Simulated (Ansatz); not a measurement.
# Y (model cell, started as body-centred cubic): from the cell to its phonons, part 2 of 2

Task: relax Y (model cell, started as body-centred cubic), then find its harmonic phonons.

Ansatz 0.2.0; DFT PBEsol, scalar-relativistic, plane waves, PAW; PAW set soft_1.

So far. Step 3 (Tight relaxation): The forces vanish by symmetry and the pressure is -0.009 GPa, within the tolerances set. The cell now holds 31.35 Å³/atom. The relaxed cell has a = 3.973 Å (conventional setting).

This is not the structure that Y takes at ambient pressure and room temperature (hexagonal, No. 194); it is a model or a phase of other conditions.

## 4. Phonons on a q mesh

Stability and thermal properties need the whole zone. Linear response on a 4×4×4 q mesh gives force constants as far as a supercell of that size would.

Contents of input.yaml:

```yaml
crystal:
  lattice:
    - [-1.9863909042, 1.9863909042, 1.9863909042]
    - [1.9863909042, -1.9863909042, 1.9863909042]
    - [1.9863909042, 1.9863909042, -1.9863909042]
  atoms:
    - { symbol: "Y", position: [0.0, 0.0, 0.0] }
kpoints:
  mp_grid: { grid: [16, 16, 16] }
hamiltonian:
  xc: pbesol
  pseudopotentials: { kind: paw, azcp: { folder: soft_1 }, xc_functional: pbe }
scf:
  occupations: { method: methfessel_paxton, width: 0.2 }
output:
  eigenvalues: true
phonons:
  method: dfpt
  qmesh: [4, 4, 4]
  temperatures: { t_max: 1000, t_step: 50 }
  qpath:
    path:
      - [[0.0, 0.0, 0.0], [0.5, -0.5, 0.5], [0.0, 0.0, 0.5], [0.0, 0.0, 0.0], [0.25, 0.25, 0.25], [0.5, -0.5, 0.5]]
      - [[0.25, 0.25, 0.25], [0.0, 0.0, 0.5]]
    npoints: 10
```

The run is started by

```
$ ansatz run input.yaml --threads 8 --pin off --max-ram 16384MiB --backend cpu --events-out ev --progress --plain --runs-dir out
```

Numbers of over 12 decimals in the logs are rounded to 6 here.

Log:

```text
[...]
Crystal: 1 atoms, lattice volume = 31.351 Å³
Basis set: ecut = 420 eV, 627 PW (Γ), exchange–correlation on 48×48×48 points (8 copies of the dense FFT grid, shifted against one another)
Bands: 10, of which v1, the nominal top of the filled ones, is band 6 counted from 1 (5 counted from 0)
Symmetry: 48 space group operations
k-points: 145 of 4096
[...]
SCF iter   1: F=—  HF=-3795.002062 eV  |F-HF|=—  |Δ(HF+E_count)|=         —  Δρ=1.53e-2  dr2=1.12e-1  ethr=3.10e-3  ⟨swp⟩=4.9  Hψ=8131  notcnv=0
[...]
SCF iter   8: F=-3794.964882 eV  HF=-3794.964882 eV  |F-HF|=4.55e-13  |Δ(HF+E_count)|=  5.59e-11  S|Δr|=    0.00e0  Δρ=7.87e-8  dr2=1.03e-12  ethr=1.00e-12  ⟨swp⟩=5.6  Hψ=5651  notcnv=0
the search or the solves at the SCF's close seem to have found levels that the self-consistency loop had missed (the run counts 2). By its estimate they hold under 1e-12 electrons; where the run keeps them, the occupations were computed again with them
SCF 1 converged in 8 iterations: F = -3794.964882 eV  dr2 = 1.03e-12
[...]
NSCF: frozen V_eff on 145 k-points
[...]
DFPT response loops at q = (0, 0, 0) (fractional): preconditioner auto → Kerker (q_TF=auto, 2.291 Å⁻¹) (partly filled bands, converged f_vac=0.000); β = 1.00, the filter's whole step (`scf.mixing.beta` (0.50) is not read by the response loops under this deck's `scf.mixing.preconditioner`; to damp them name `kerker` or `kerker_dos`, under which they read `scf.mixing.beta`, and type it under 1.00, their step now; both keys bind the ground state too); Broyden in place of MSR1
[...]
SCF converged after 8 iterations
[...]
Free energy (F): -3794.964882 eV
[...]
Internal energy: -3794.962609 eV  (E = F + TS)
E sigma→0 (E₀):  -3794.964314 eV
Entropy (-TS):   -0.002273 eV (-2.273 meV/atom)
Fermi energy:    9.936092 eV
[...]
--- Band table (eV; the first three rows and the last of 145) ---
[...]
--- Phonons (Γ-DFPT): 1 representative perturbation + reference (Σ response iterations 3) ---
  ASR residual: 6.544e-7 → 0.000e0 eV/Å²; symmetrization residual: 1.895e-13 eV/Å²
  ASR residual per site (eV/Å²): 6.54e-7
  Γ frequencies (cm⁻¹): 0.00 0.00 0.00
--- Phonons (arbitrary-q DFPT): 8 irreducible q on the 4×4×4 mesh ---
  q = [0.0000, 0.0000, 0.0000] (star 1, of the zone-centre solve; hermiticity 8.51e-8, symmetrization 2.90e-7): 0.00 0.00 0.00
  q = [0.0000, 0.0000, 0.2500] (star 12, 2 solved perturbations in 3336 linear systems a pass and spin channel, the states on 2176 of 4096 k-point pairs; hermiticity 1.63e-13, symmetrization 7.71e-13): -51.05 57.16 89.44
[...]
q = [0.2500, 0.2500, 0.2500] (star 2, 1 solved perturbation on 589 of 4096 k-point pairs; hermiticity 7.38e-14, symmetrization 3.46e-13): 95.42 95.42 95.42
[...]
sum rule: each row above includes the acoustic sum rule's correction from the zone centre's row sums; it moved no ω² by more than (0.04 cm⁻¹)²
  mesh force constants: q→R imaginary residual 0.00e0; ASR residual 6.544e-7 → 0.000e0 eV/Å²; symmetrization residual 1.332e-15 eV/Å²
  interpolated dispersion: 62 rows × 3 modes
  density of states and harmonic sums: on the 24×24×24 q-mesh, interpolated from the force constants of a 4×4×4 supercell (no non-analytic term)
  largest difference from the sums on the solved wave vectors: F 8.68e-3 eV, S 1.58e-5 and C_V 7.08e-6 eV/K
  zero-point energy: 0.013018 eV/cell   skipped modes (ω ≤ 0): 303, of them read as no rigid motion or as one in doubt: 300 (7.852e-1 modes/cell left out, lowest -73.11 cm⁻¹)   left out of the sums: 2.62e-1 of the cell's modes: C_V's classical limit lies that fraction below 3 k_B per atom; for a crystal, a wire or a layer, F and S can be off by more, and a phonons.interpolated_qmesh denser along its periods is the remedy for the sampling
```

Run time: 61 s. Hardware: 8 threads of Arm Neoverse V1, shared host; peak memory 2.7 GiB; 7.4 min of CPU time.

Numbers from this step:

```yaml
sum_rule_residual_before_enforcement: 6.54e-7 eV/Å²
lowest_frequency_on_the_path: -73.11 cm⁻¹
highest_frequency_on_the_path_or_at_a_solved_wavevector: 140.2 cm⁻¹
lowest_mode_on_the_q_mesh_acoustic_modes_at_gamma_apart: -73.11 cm⁻¹
```

Frequencies (cm⁻¹) solved at each irreducible wavevector; negative means imaginary. Frequencies by wavevector, by row:

```
q in reciprocal lattice units  star  mode 1  mode 2  mode 3
                        0 0 0     1       0       0       0
                     0 0 0.25    12     -51    57.2    89.4
                     0 0 -0.5     6   -73.1    81.3     124
                  0 0.25 0.25    24   -64.7    88.8   122.4
               0.25 0.25 0.25     2    95.4    95.4    95.4
              0.25 0.25 -0.25     6    48.8    75.8    75.8
               0.25 -0.5 -0.5    12    61.8   105.9   136.6
               -0.5 -0.5 -0.5     1   139.4   139.4   139.4
```

Interpolated from a 4×4×4 q mesh. The phonon branches at the labelled points (cm⁻¹):

| point | branch 1 | branch 2 | branch 3 |
| --- | --- | --- | --- |
| Γ | 0 | 0 | 0 |
| halfway | 49 | 76 | 76 |
| H | 139 | 139 | 139 |
| halfway | 62 | 106 | 137 |
| N | -73 | 81 | 124 |
| halfway | -51 | 57 | 89 |
| Γ | 0 | 0 | 0 |
| halfway | -16 | -16 | 114 |
| P | 95 | 95 | 95 |
| halfway | -46 | 124 | 124 |
| H | 139 | 139 | 139 |
| jump to P | 95 | 95 | 95 |
| halfway | -50 | 95 | 121 |
| N | -73 | 81 | 124 |

The phonon branches as a text plot (rows in cm⁻¹):

```
    136 |          ********                            ****
    127 |         *   **   ***              ***      **        **
    118 |               *     **           *   *   **   *   ***
    109 |        *     * *      *                **        *
    100 |                 *               *                 **
     91 |       *       *        *              *      *   *  *
     82 |       *          ****          *     *           *   **
     74 |     **               ** *
     65 |    *           *                    *  *
     56 |                        * *    *
     47 |   * **                  *          *        *
     38 |  *                       **                       *
     29 |  ***                      *  *
     20 | *                          *      *
     11 |                 *          *            *
      2 |*                            ***
     -6 |                            *   *
    -15 |                           *     **
    -24 |                                                    *
    -33 |                          *
    -42 |                         *                  *
    -51 |                        *
    -60 |                                          **         *
    -69 |                  ******                              **
         Γ           H       N        Γ         P        H|P    N
```

The phonon density of states has structure finer than the step of the table below, so its rows give means over 5 cm⁻¹, whole bins alone (the curve runs from -73 to 141 cm⁻¹). Peaks (cm⁻¹: height): -65.0: 0.0357, 123.0: 0.0896.

Tetrahedra on a 24×24×24 mesh, mean over bins of 2 cm-1. Interpolated from a 4×4×4 q mesh. Phonon density of states against wavenumber; means over each step:

```csv
wavenumber (cm⁻¹),phonon density of states (1/cm⁻¹/cell)
-70,0.0136
-65,0.0308
-60,0.0256
-55,0.0186
-50,0.0149
-45,0.0114
-40,0.00935
-35,0.00778
-30,0.00629
-25,0.00469
-20,0.00379
-15,0.00286
-10,0.00263
-5,0.00248
0,0.00216
5,0.00204
10,0.00218
15,0.00248
20,0.00300
25,0.00350
30,0.00417
35,0.00527
40,0.00635
45,0.00759
50,0.00893
55,0.0104
60,0.0118
65,0.0134
70,0.0153
75,0.0180
80,0.0227
85,0.0254
90,0.0247
95,0.0249
100,0.0227
105,0.0217
110,0.0226
115,0.0266
120,0.0482
125,0.0517
130,0.0187
135,0.0126
```

Second derivatives of the energy by pair, one row for each kind of neighbour of each atom listed. Each entry sums the pair over the periodic images of the supercell that the q mesh stands for, and in a polar crystal it holds the long-range dipole part too. Force constants by pair, by row:

```
atom  neighbour  distance (Å)  third of the trace (eV/Å²)  along the pair's line (eV/Å²)
  Y1     itself             0                       2.132                              –
  Y1          Y         3.441                      -0.355                         -1.371
  Y1          Y         3.973                       0.031                         0.2109
  Y1          Y         5.618                      0.0884                         0.1588
  Y1          Y         6.588                     -0.0141                        -0.0279
  Y1          Y         6.881                      0.0346                         0.0907
```

Symmetry leaves 8 wavevectors to solve. The lowest mode among them, the acoustic zeros apart, lies at q = (0, 0, -0.5) and is imaginary, 73.1i cm⁻¹, so the energy falls along it.

## 5. Outcome

```json
{
 "space group after relaxation (within 0.01 Å)": "Im-3m",
 "volume per atom": "31.4 Å³",
 "electronic character": "no gap on this mesh",
 "lowest mode on the q mesh (acoustic modes at Γ apart)": "-73.1 cm⁻¹",
 "highest frequency on the path or at a solved wavevector": "140 cm⁻¹",
 "imaginary modes on the 4×4×4 q mesh": "yes"
}
```

In words: Modes are clearly imaginary (beyond 10i cm⁻¹) at 3 of the 8 irreducible wavevectors, most at q = (0, 0, -0.5) (73.1i cm⁻¹), so this structure is not a minimum of the energy. With no gap, or one that is small against the smearing, the frequencies hang on the k mesh and the smearing, most of all near Kohn anomalies. The PAW files were made for PBE and serve the other functionals too. The starting cell was built on a prototype and not taken from a measurement, so the phase need not exist. These are harmonic frequencies at zero temperature: anharmonic shifts, linewidths and thermal expansion are left out.

[Logs are printed without paths, hosts, clocks, repeated set-up lines and the standing remarks that a program may print on its own settings, such as how far it seeks lower states.]

[Hosts, paths, dates, database ids (printed as entryN), source tags and the programs' standing remarks are cut or masked in the printed files.]
